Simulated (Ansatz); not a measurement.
## Y2SOF2 (built on the sites of a database entry of YSF): a soft mode frozen in

Aim: this structure of Y2SOF2 (built on the sites of a database entry of YSF) is to be tested for unstable modes, and one is followed downhill.

Program: Ansatz 0.2.0. Level of theory: DFT PBEsol, scalar-relativistic, plane waves, PAW. Results are calculated unless marked as measured.

The structure was built from a prototype and need not be the compound's stable phase.

## 1. The starting structure

The structure is tetragonal, space group P4mm (No. 99). The conventional cell has a = 3.465 Å, b = 3.465 Å, c = 7.101 Å, α = 90.00°, β = 90.00°, γ = 90.00°. Nearest to Y lie 4 F at 2.27 Å and 4 S at 2.70 Å. Nearest to Y lie 4 F at 2.46 Å and 4 O at 2.48 Å and 1 S at 2.74 Å. Nearest to O lie 4 Y at 2.48 Å. Nearest to S lie 5 Y at 2.70 to 2.74 Å. Nearest to F lie 4 Y at 2.27 to 2.46 Å. Farther neighbours and most contacts between anions are not listed.

## 2. Response at finite wavevector

The cell comes from relaxations at this level that are not shown. The mesh has a single point along some directions, so zone-edge points there are not solved. Linear response on a 2×2×1 q mesh gives force constants as far as a supercell of that size would, and the tensors from the zone-centre run are typed in so that the long-range dipole term is interpolated apart.

input.yaml reads:

```yaml
crystal:
  lattice:
    - [3.4651963628, 0.0, 0.0]
    - [0.0, 3.4651963628, 0.0]
    - [0.0, 0.0, 7.1008233715]
  atoms:
    - { symbol: "Y", position: [0.0, 0.5, 0.2022743338] }
    - { symbol: "Y", position: [0.5, 0.0, 0.7487887792] }
    - { symbol: O, position: [0.0, 0.5, 0.6950974598] }
    - { symbol: S, position: [0.5, 0.0, 0.3631213668] }
    - { symbol: F, position: [0.0, 0.0, -0.0046409698] }
    - { symbol: F, position: [0.5, 0.5, -0.0046409698] }
kpoints:
  mp_grid: { grid: [8, 8, 4] }
hamiltonian:
  xc: pbesol
scf:
  occupations: { method: fixed }
output:
  eigenvalues: true
phonons:
  method: dfpt
  qmesh: [2, 2, 1]
  temperatures: { t_max: 1000, t_step: 50 }
  qpath:
    path:
      - [[0.0, 0.0, 0.0], [0.0, 0.5, 0.0], [0.5, 0.5, 0.0], [0.0, 0.0, 0.0], [0.0, 0.0, 0.5], [0.0, 0.5, 0.5], [0.5, 0.5, 0.5], [0.0, 0.0, 0.5]]
      - [[0.0, 0.5, 0.0], [0.0, 0.5, 0.5]]
      - [[0.5, 0.5, 0.0], [0.5, 0.5, 0.5]]
    npoints: 10
  non_analytic_term:
    high_frequency_dielectric_tensor: [[5.421, 0.0, 0.0], [0.0, 5.421, 0.0], [0.0, 0.0, 4.3488]]
    born_effective_charges:
      - { species: "Y", tensor: [[3.8837, 0.0, 0.0], [0.0, 3.8837, 0.0], [0.0, 0.0, 3.3588]] }
      - { species: "Y", tensor: [[4.0958, 0.0, 0.0], [0.0, 4.0958, 0.0], [0.0, 0.0, 4.0153]] }
      - { species: O, tensor: [[-3.1732, 0.0, 0.0], [0.0, -3.1732, 0.0], [0.0, 0.0, -1.6871]] }
      - { species: S, tensor: [[-2.2778, 0.0, 0.0], [0.0, -2.2778, 0.0], [0.0, 0.0, -1.4452]] }
      - { species: F, tensor: [[-1.0701, 0.0, 0.0], [0.0, -1.4585, 0.0], [0.0, 0.0, -2.121]] }
      - { species: F, tensor: [[-1.4585, 0.0, 0.0], [0.0, -1.0701, 0.0], [0.0, 0.0, -2.121]] }
    source: "zone-centre run at this cell"
```

The run is started by

```console
ansatz run input.yaml --threads 8 --pin off --max-ram 14336MiB --backend cpu --events-out ev --progress --plain --runs-dir out
```

Numbers of over 12 decimals in the logs are rounded to 6 here.

The program printed:

```text
Warning: phonons: the dynamical matrix that this run interpolates holds no multipole term above the dipole-dipole one, and a site of this crystal is no centre of inversion, so its interpolated transverse optical and acoustic branches and sound speeds can stay off near Gamma, and the density of states and the thermodynamics with them. What a run solves at a wave vector of phonons.qpoints, Gamma apart, where the deck admits one, is free of this, and under fd what a larger phonons.supercell samples
Engine: ansatz 0.2.0, aarch64-unknown-linux-gnu
Pseudopotentials: kind: paw
Pseudopotential: Y, paw, valence charge 11, recommended cutoff 420 eV (normal), Y.paw.azcp
Pseudopotential: O, paw, valence charge 6, recommended cutoff 420 eV (normal), O.paw.azcp
Pseudopotential: S, paw, valence charge 6, recommended cutoff 420 eV (normal), S.paw.azcp
Pseudopotential: F, paw, valence charge 7, recommended cutoff 420 eV (normal), F.paw.azcp
Functional definition: PBEsol
  exchange = pbesol_x
  correlation = pbesol_c
Crystal: 6 atoms, lattice volume = 85.264 Å³
Basis set: ecut = 420 eV, 1643 PW (Γ), exchange–correlation on 48×48×96 points (8 copies of the dense FFT grid, shifted against one another)
Bands: 30, of which v1, the nominal top of the filled ones, is band 24 counted from 1 (23 counted from 0)
Symmetry: 8 space group operations
k-points: 45 of 256 (time reversal used)
Non-local potential: Y, projectors of the file, l = 0: 3, l = 1: 2, l = 2: 2, l = 3: 1
Non-local potential: O, projectors of the file, l = 0: 2, l = 1: 2, l = 2: 1
Non-local potential: S, projectors of the file, l = 0: 2, l = 1: 2, l = 2: 2
Non-local potential: F, projectors of the file, l = 0: 2, l = 1: 2, l = 2: 1
PAW form: soft (Blöchl's): semilocal exchange-correlation on the pseudo side does not see the compensation charge
PAW frozen core: Y, regenerated for the run's functional, and the local potential with it (the file was generated under x = pbe(κ = 0.804, μ = 0.219515), c = pbe(β = 0.066725))
PAW frozen core: O, regenerated for the run's functional, and the local potential with it (the file was generated under x = pbe(κ = 0.804, μ = 0.219515), c = pbe(β = 0.066725))
PAW frozen core: S, regenerated for the run's functional, and the local potential with it (the file was generated under x = pbe(κ = 0.804, μ = 0.219515), c = pbe(β = 0.066725))
PAW frozen core: F, regenerated for the run's functional, and the local potential with it (the file was generated under x = pbe(κ = 0.804, μ = 0.219515), c = pbe(β = 0.066725))
PAW one-centre angular grid: Y, 590 points (default); XC on 64 Gauss nodes
PAW one-centre angular grid: O, 110 points (default); XC on 64 Gauss nodes
PAW one-centre angular grid: S, 110 points (default); XC on 64 Gauss nodes
PAW one-centre angular grid: F, 110 points (default); XC on 64 Gauss nodes
Initial density: superposition of atomic densities (neutral atoms: chi_scale 0, normalization atom), corrected by the library's trained network
Initial wavefunctions: pseudopotential atomic-orbital guess
Functional: x = pbesol(κ = 0.804, μ = 0.123457), c = pbesol(β = 0.046)
SCF iter   1: F=—  HF=-10648.353211 eV  |F-HF|=—  |Δ(HF+E_count)|=         —  Δρ=1.57e-2  dr2=1.70e-1  ethr=1.77e-3  ⟨swp⟩=5.0  Hψ=5246  notcnv=0  defer=167
preconditioner: auto → none  [insulator: Δε(μ)=1.627 eV  Ē_g=15.981 eV  n_scr=16 (ndim 8)  ℏωp=26.7 eV  f_vac=0.000  ε∞_Penn≈3.8]
SCF iter   2: F=—  HF=-10648.344627 eV  |F-HF|=—  |Δ(HF+E_count)|=   8.58e-3  Δρ=1.32e-2  dr2=1.39e-1  ethr=3.54e-4  ⟨swp⟩=2.2  Hψ=2771  notcnv=0  defer=177
SCF iter   3: F=—  HF=-10648.314136 eV  |F-HF|=—  |Δ(HF+E_count)|=   3.05e-2  Δρ=2.12e-3  dr2=3.00e-3  ethr=2.89e-4  ⟨swp⟩=2.0  Hψ=2010  notcnv=0  defer=174
SCF iter   4: F=—  HF=-10648.314028 eV  |F-HF|=—  |Δ(HF+E_count)|=   1.08e-4  Δρ=9.18e-4  dr2=3.78e-4  ethr=6.24e-6  ⟨swp⟩=2.0  Hψ=2319  notcnv=0  defer=180
SCF iter   5: F=—  HF=-10648.314254 eV  |F-HF|=—  |Δ(HF+E_count)|=   2.26e-4  Δρ=3.42e-4  dr2=8.46e-5  ethr=7.87e-7  ⟨swp⟩=2.7  Hψ=2278  notcnv=0  defer=180
SCF iter   6: F=—  HF=-10648.314267 eV  |F-HF|=—  |Δ(HF+E_count)|=   1.39e-5  Δρ=1.11e-4  dr2=5.59e-6  ethr=1.76e-7  ⟨swp⟩=2.0  Hψ=1826  notcnv=0  defer=65
SCF iter   7: F=—  HF=-10648.314269 eV  |F-HF|=—  |Δ(HF+E_count)|=   1.67e-6  Δρ=3.17e-5  dr2=1.33e-6  ethr=1.16e-8  ⟨swp⟩=2.0  Hψ=2227  notcnv=0  defer=64
SCF iter   8: F=—  HF=-10648.314267 eV  |F-HF|=—  |Δ(HF+E_count)|=   1.76e-6  Δρ=1.07e-5  dr2=3.80e-8  ethr=2.77e-9  ⟨swp⟩=2.0  Hψ=1790  notcnv=0  defer=64
SCF iter   9: F=—  HF=-10648.314267 eV  |F-HF|=—  |Δ(HF+E_count)|=   2.26e-8  Δρ=3.22e-6  dr2=4.60e-9  ethr=7.91e-11  ⟨swp⟩=2.0  Hψ=1906  notcnv=0  defer=64
SCF iter  10: F=—  HF=-10648.314267 eV  |F-HF|=—  |Δ(HF+E_count)|=   1.82e-9  Δρ=3.74e-7  dr2=4.72e-11  ethr=9.59e-12  ⟨swp⟩=2.1  Hψ=1942  notcnv=0  defer=64
SCF iter  11: F=-10648.314267 eV  HF=-10648.314267 eV  |F-HF|=3.64e-12  |Δ(HF+E_count)|=  6.18e-11  Δρ=8.56e-8  dr2=5.15e-12  ethr=1.00e-12  ⟨swp⟩=12.3  Hψ=7345  notcnv=0
SCF 1 converged in 11 iterations: F = -10648.314267 eV  dr2 = 5.15e-12
  greatest PAW one-centre occupation: 0.993 electrons in one spin orbital (limit 2), on the Y atom at site 0 (counted from 0), in its partial waves of l = 0
NSCF: frozen V_eff on 45 k-points
NSCF: frozen V_eff on 75 k-points
DFPT response loops at q = (0, 0, 0) (fractional): preconditioner auto → Resta (q_TF=auto, 2.479 Å⁻¹)  ε∞=5.7 (no band partly filled); β = 1.00, the filter's whole step (`scf.mixing.beta` (0.50) is not read by the response loops at its default; to damp them type it under 1.00, their step now; it binds the ground state too); Broyden in place of MSR1
NSCF: frozen V_eff on 150 k-points
DFPT response loops at q = (0, -0.5, 0) (fractional): mixed as the last ones told, above
NSCF: frozen V_eff on 150 k-points
DFPT response loops at q = (-0.5, -0.5, 0) (fractional): mixed as the last ones told, above
SCF converged after 11 iterations
Free energy (F): -10648.314267 eV
Harris-Foulkes:  -10648.314267 eV  (|F-HF|=3.64e-12)
Internal energy: -10648.314267 eV  (E = F + TS)
E sigma→0 (E₀):  -10648.314267 eV
Fermi energy:    9.481547 eV
--- Per-component energies (eV) ---
  E_band       = -191.150720
  E_kinetic    = 1307.846387
  E_local      = -2894.514927  (includes V_loc(G=0)·N_el)
  E_nonlocal   = 326.216440
  E_hartree    = 1068.418688
  E_xc         = -674.633791
  E_vxc        = -786.667623  (∫ρ·V_xc dr)
  E_paw        = -6670.262122  (= ΣΔE_a)
  E_vpaw       = -280.874790  (= ΣTr[D̂ρ^β])
  E_aug_tail   = 0.006426  (compensation charges beyond the density's cutoff)
  E_ewald      = -3111.871037
  E_core_change = 0.479668  (= ΣΔE_core)
  E_smearing   = -0.000000  (= −TS)
  E_closure    = -0.000000  (closes the sum)
  Σ components = -10648.314267   (vs F -10648.314267, Δ=0.00e0)
--- Band table (eV; the first three rows and the last of 45) ---
  k-point 0: bands = [... 20 lower, 8.5995, 9.3202, 9.3202, 9.4815, 11.3253, 12.9058, 13.5081, 14.6822, ... 2 higher]
  k-point 1: bands = [... 20 lower, 8.6417, 9.2771, 9.2771, 9.2933, 11.4523, 12.7193, 13.5857, 14.6908, ... 2 higher]
  k-point 2: bands = [... 20 lower, 8.6905, 9.1083, 9.2277, 9.2277, 11.6268, 12.4880, 13.6571, 14.6998, ... 2 higher]
  k-point 44: bands = [... 20 lower, 7.8686, 8.3196, 8.3196, 9.0653, 14.4308, 14.4308, 14.6755, 15.2378, ... 2 higher]
--- Phonons (Γ-DFPT): 11 representative perturbations + reference (Σ response iterations 33) ---
  ASR residual: 6.554e-5 → 0.000e0 eV/Å²; symmetrization residual: 3.109e-6 eV/Å²
  ASR residual per site (eV/Å²): 2.76e-5 1.40e-5 3.95e-5 4.57e-5 6.55e-5 6.55e-5
  Γ frequencies (cm⁻¹): -124.43 -124.43 0.00 0.00 0.00 124.39 124.39 204.30 223.04 223.04 254.97 271.68 283.80 283.80 339.38 434.55 434.55 438.99
--- Phonons (arbitrary-q DFPT): 3 irreducible q on the 2×2×1 mesh ---
  q = [0.0000, 0.0000, 0.0000] (star 1, of the zone-centre solve; hermiticity 4.05e-7, symmetrization 1.98e-13): -124.43 -124.43 -0.00 -0.00 0.00 124.39 124.39 204.30 223.04 223.04 254.97 271.68 283.80 283.80 339.38 434.55 434.55 438.99
  q = [0.0000, -0.5000, 0.0000] (star 2, 18 solved perturbations on 75 of 256 k-point pairs; hermiticity 2.57e-7, symmetrization 2.36e-8): -63.43 107.47 147.22 154.66 185.12 222.06 240.39 245.77 250.61 260.22 297.52 305.46 313.72 327.19 365.13 390.95 419.94 429.81
  q = [-0.5000, -0.5000, 0.0000] (star 1, 11 solved perturbations in 705 linear systems a pass and spin channel, the states on 75 of 256 k-point pairs; hermiticity 5.08e-7, symmetrization 1.85e-8): -117.96 -117.96 63.44 112.41 122.79 204.32 204.32 238.23 238.23 248.05 296.22 301.42 320.72 320.72 348.36 348.36 423.73 494.25
  sum rule: each row above includes the acoustic sum rule's correction from the zone centre's row sums; it moved no ω² by more than (0.97 cm⁻¹)²
  mesh force constants: q→R imaginary residual 0.00e0; ASR residual 6.554e-5 → 0.000e0 eV/Å²; symmetrization residual 7.105e-15 eV/Å²
  interpolated dispersion: 94 rows × 18 modes
  density of states and harmonic sums: on the 18×18×9 q-mesh, interpolated from the force constants of a 2×2×1 supercell (with the dipole–dipole term of supplied tensors)
  largest difference from the sums on the solved wave vectors: F 1.90e-1 eV, S 2.80e-4 and C_V 8.96e-5 eV/K
  zero-point energy: 0.274436 eV/cell   skipped modes (ω ≤ 0): 348, of them read as no rigid motion or as one in doubt: 345 (1.205e0 modes/cell left out, lowest -124.43 cm⁻¹)   left out of the sums: 6.70e-2 of the cell's modes: C_V's classical limit lies that fraction below 3 k_B per atom; for a crystal, a wire or a layer, F and S can be off by more, and a phonons.interpolated_qmesh denser along its periods is the remedy for the sampling
```

Elapsed: 74 s, on 8 threads of Arm Neoverse V2, shared host; peak memory 0.92 GiB; 9.2 min of CPU time.

Numbers from this step:

* gap on the k-mesh: 1.844 eV
* volume per atom: 14.21 Å³
* sum-rule residual before enforcement: 6.55e-5 eV/Å²
* point group: 4mm
* highest optical mode at the zone centre (no LO-TO term): 439.0 cm⁻¹
* lowest optical zone-centre mode: -124.4 cm⁻¹
* lowest mode on the q mesh (acoustic modes at Γ apart): -124.4 cm⁻¹
* highest frequency at a solved wavevector (no LO-TO term at Γ): 494.2 cm⁻¹

Frequencies (cm⁻¹) solved at each irreducible wavevector; negative means imaginary. Frequencies by wavevector, by row:

| q in reciprocal lattice units | star | mode 1 | mode 2 | mode 3 | mode 4 | mode 16 | mode 17 | mode 18 |
| --- | --- | --- | --- | --- | --- | --- | --- | --- |
| 0 0 0 | 1 | -124.4 | -124.4 | 0 | 0 | 434.6 | 434.6 | 439 |
| 0 -0.5 0 | 2 | -63.4 | 107.5 | 147.2 | 154.7 | 390.9 | 419.9 | 429.8 |
| -0.5 -0.5 0 | 1 | -118 | -118 | 63.4 | 112.4 | 348.4 | 423.7 | 494.2 |

Symmetry leaves 3 wavevectors to solve. The lowest mode among them, the acoustic zeros apart, lies at Γ and is imaginary, 124.4i cm⁻¹, so the energy falls along it.

## 3. The mode frozen in, largest atomic shift 0 Å

The mode followed lies at q = (-0.5, -0.5, 0) with frequency 118.0i cm⁻¹ and is 2-fold degenerate, one of the unstable modes though not the softest. At small amplitude the distorted cell has space group no. 3 by a symmetry search on the positions. The undistorted cell that holds it gives the zero of energy on the same k mesh.

System of this step: Y2SOF2 (built on the sites of a database entry of YSF). The structure is tetragonal, space group P4mm (No. 99). Conventional cell: a = 3.465 Å, b = 3.465 Å, c = 7.101 Å, α = 90.00°, β = 90.00°, γ = 90.00°. Nearest to Y lie 4 F at 2.27 Å and 4 S at 2.70 Å. Nearest to Y lie 4 F at 2.46 Å and 4 O at 2.48 Å and 1 S at 2.74 Å. O has 4 Y at 2.48 Å nearest. Nearest to S lie 5 Y at 2.70 to 2.74 Å. Nearest to F lie 4 Y at 2.27 to 2.46 Å. Farther neighbours and most contacts between anions are not listed.

input.yaml reads:

```yaml
crystal:
  lattice:
    - [-3.4651963628, -3.4651963628, 0.0]
    - [-3.4651963628, 3.4651963628, 0.0]
    - [0.0, 0.0, -7.1008233715]
  atoms:
    - { symbol: "Y", position: [0.75, 0.25, 0.7977256662] }
    - { symbol: "Y", position: [0.25, 0.75, 0.7977256662] }
    - { symbol: "Y", position: [0.25, 0.25, 0.2512112208] }
    - { symbol: "Y", position: [0.75, 0.75, 0.2512112208] }
    - { symbol: O, position: [0.25, 0.75, 0.3049025402] }
    - { symbol: O, position: [0.75, 0.25, 0.3049025402] }
    - { symbol: S, position: [0.25, 0.25, 0.6368786332] }
    - { symbol: S, position: [0.75, 0.75, 0.6368786332] }
    - { symbol: F, position: [0.5, 0.5, 0.0046409698] }
    - { symbol: F, position: [1.0, 1.0, 0.0046409698] }
    - { symbol: F, position: [0.0, 0.5, 0.0046409698] }
    - { symbol: F, position: [0.5, 0.0, 0.0046409698] }
kpoints:
  mp_grid: { grid: [6, 6, 4] }
hamiltonian:
  xc: pbesol
scf:
  occupations: { method: gaussian, width: 0.02 }
output:
  forces: true
  stress: true
  eigenvalues: true
```

The program printed:

```text
[...]
Crystal: 12 atoms, lattice volume = 170.527 Å³
Basis set: ecut = 420 eV, 3331 PW (Γ), exchange–correlation on 72×72×96 points (8 copies of the dense FFT grid, shifted against one another)
Bands: 60, of which v1, the nominal top of the filled ones, is band 48 counted from 1 (47 counted from 0)
Symmetry: 16 space group operations
[...]
k-point 0: bands = [... 44 lower, 8.9850, 9.3200, 9.3200, 9.4815, 11.3253, 12.9058, 13.5081, 14.4821, ... 5 higher]
  k-point 1: bands = [... 44 lower, 9.0247, 9.2770, 9.2770, 9.2933, 11.4523, 12.7194, 13.5857, 14.4557, ... 5 higher]
  k-point 2: bands = [... 44 lower, 9.0653, 9.1083, 9.2275, 9.2275, 11.6268, 12.4880, 13.6571, 14.4308, ... 5 higher]
  k-point 29: bands = [... 44 lower, 8.5396, 8.5396, 9.1823, 9.1823, 13.0206, 13.0206, 14.1706, 14.1706, ... 5 higher]
[key lines of the parts left out:]
SCF converged after 8 iterations
Free energy (F): -21296.628587 eV
Fermi energy:    10.405815 eV
P = ⅓ Tr σ = -0.0011 GPa (-0.011 kbar)
```

It took 3.1 s on 8 threads; peak memory 0.8 GiB; 23 s of CPU time.

Numbers from this step:

| Quantity | Value |
| --- | --- |
| pressure | -0.001082 GPa |
| gap on the k-mesh | 1.839 eV |
| energy from the undistorted cell | 0 meV/atom |

At this level the gap is 1.84 eV on the k-mesh of the self-consistent run, which can miss the band edges.

## 4. The mode frozen in, largest atomic shift 0.14 Å

The atoms are moved along the unstable eigenvector, the largest shift by 0.14 Å, with the cell fixed.

input.yaml reads:

```yaml
crystal:
  lattice:
    - [-3.4651963628, -3.4651963628, 0.0]
    - [-3.4651963628, 3.4651963628, 0.0]
    - [0.0, 0.0, -7.1008233715]
  atoms:
    - { symbol: "Y", position: [0.7497985061, 0.250859781, 0.7977256662] }
    - { symbol: "Y", position: [0.2502014939, 0.749140219, 0.7977256662] }
    - { symbol: "Y", position: [0.2469066678, 0.2368006498, 0.2512112208] }
    - { symbol: "Y", position: [0.7530933322, 0.7631993502, 0.2512112208] }
    - { symbol: O, position: [0.2434814804, 0.7778147378, 0.3049025402] }
    - { symbol: O, position: [0.7565185196, 0.2221852622, 0.3049025402] }
    - { symbol: S, position: [0.2504047516, 0.2517270884, 0.6368786332] }
    - { symbol: S, position: [0.7495952484, 0.7482729116, 0.6368786332] }
    - { symbol: F, position: [0.5, 0.5, 0.0095369159] }
    - { symbol: F, position: [1.0, 1.0, -0.0002549762] }
    - { symbol: F, position: [0.0, 0.5, 0.0076778252] }
    - { symbol: F, position: [0.5, 0.0, 0.0016041145] }
kpoints:
  mp_grid: { grid: [6, 6, 4] }
hamiltonian:
  xc: pbesol
scf:
  occupations: { method: gaussian, width: 0.02 }
output:
  forces: true
  stress: true
  eigenvalues: true
```

The program printed:

```text
[...]
Crystal: 12 atoms, lattice volume = 170.527 Å³
Basis set: ecut = 420 eV, 3331 PW (Γ), exchange–correlation on 72×72×96 points (8 copies of the dense FFT grid, shifted against one another)
Bands: 60, of which v1, the nominal top of the filled ones, is band 48 counted from 1 (47 counted from 0)
Symmetry: 2 space group operations
[...]
k-points: 60 of 144 (time reversal used)
[...]
k-point 0: bands = [... 44 lower, 8.8884, 9.2940, 9.3140, 9.4066, 11.3773, 12.9555, 13.5335, 14.3468, ... 5 higher]
  k-point 1: bands = [... 44 lower, 8.9199, 9.2180, 9.2524, 9.2814, 11.4931, 12.7824, 13.6034, 14.3675, ... 5 higher]
  k-point 2: bands = [... 44 lower, 8.9446, 9.0317, 9.2047, 9.2491, 11.6468, 12.5734, 13.6636, 14.3817, ... 5 higher]
  k-point 59: bands = [... 44 lower, 8.5325, 8.5342, 9.1180, 9.1240, 13.0052, 13.0078, 14.1697, 14.1774, ... 5 higher]
[key lines of the parts left out:]
SCF converged after 8 iterations
Free energy (F): -21296.654346 eV
Fermi energy:    10.394901 eV
P = ⅓ Tr σ = 0.8243 GPa (8.243 kbar)
```

Wall time 6.5 s (8 threads); peak memory 0.91 GiB.

Numbers from this step:

* pressure: 0.8243 GPa
* gap on the k-mesh: 1.965 eV
* energy from the undistorted cell: -2.147 meV/atom

The energy, extrapolated to zero smearing, is -2.15 meV/atom against the undistorted cell.

The run ends at a pressure of 0.82 GPa, with forces up to 0.18 eV/Å.

## 5. Energy along the mode, all amplitudes (two of the runs are shown above)

An imaginary frequency means negative curvature, so the energy should fall and then rise again as anharmonic terms take over.

This step gave:

```
depth at the lowest point sampled  : 2.147 meV/atom
largest atomic shift at that point : 0.14 Å
```

The energy from the parent by largest atomic shift:

| largest atomic shift (Å) | energy from the parent (meV/atom) |
| --- | --- |
| 0.000 | 0 |
| 0.040 | -0.252 |
| 0.080 | -0.926 |
| 0.140 | -2.15 |
| 0.220 | -1.40 |
| 0.320 | 13.9 |

Displacement at unit largest shift by atom:

| atom | x (Å) | y (Å) | z (Å) | size |
| --- | --- | --- | --- | --- |
| Y1 | -0.02 | 0.03 | 0.00 | 0.03 |
| Y2 | 0.02 | -0.03 | 0.00 | 0.03 |
| Y3 | 0.40 | -0.25 | 0.00 | 0.47 |
| Y4 | -0.40 | 0.25 | 0.00 | 0.47 |
| O5 | -0.53 | 0.85 | 0.00 | 1.00 |
| O6 | 0.53 | -0.85 | 0.00 | 1.00 |
| S7 | -0.05 | 0.03 | 0.00 | 0.06 |
| S8 | 0.05 | -0.03 | 0.00 | 0.06 |
| F9 | 0.00 | 0.00 | -0.25 | 0.25 |
| F10 | 0.00 | 0.00 | 0.25 | 0.25 |
| F11 | 0.00 | 0.00 | -0.15 | 0.15 |
| F12 | 0.00 | 0.00 | 0.15 | 0.15 |

The lowest of the steps tried is at 0.14 Å, 2.15 meV/atom below the parent; the bottom of the well need not coincide with a step.

(Continued in part 2 of 2.)

[Logs are printed without paths, hosts, clocks, repeated set-up lines and the standing remarks that a program may print on its own settings, such as how far it seeks lower states.]

[Hosts, paths, dates, database ids (printed as entryN), source tags and the programs' standing remarks are cut or masked in the printed files.]
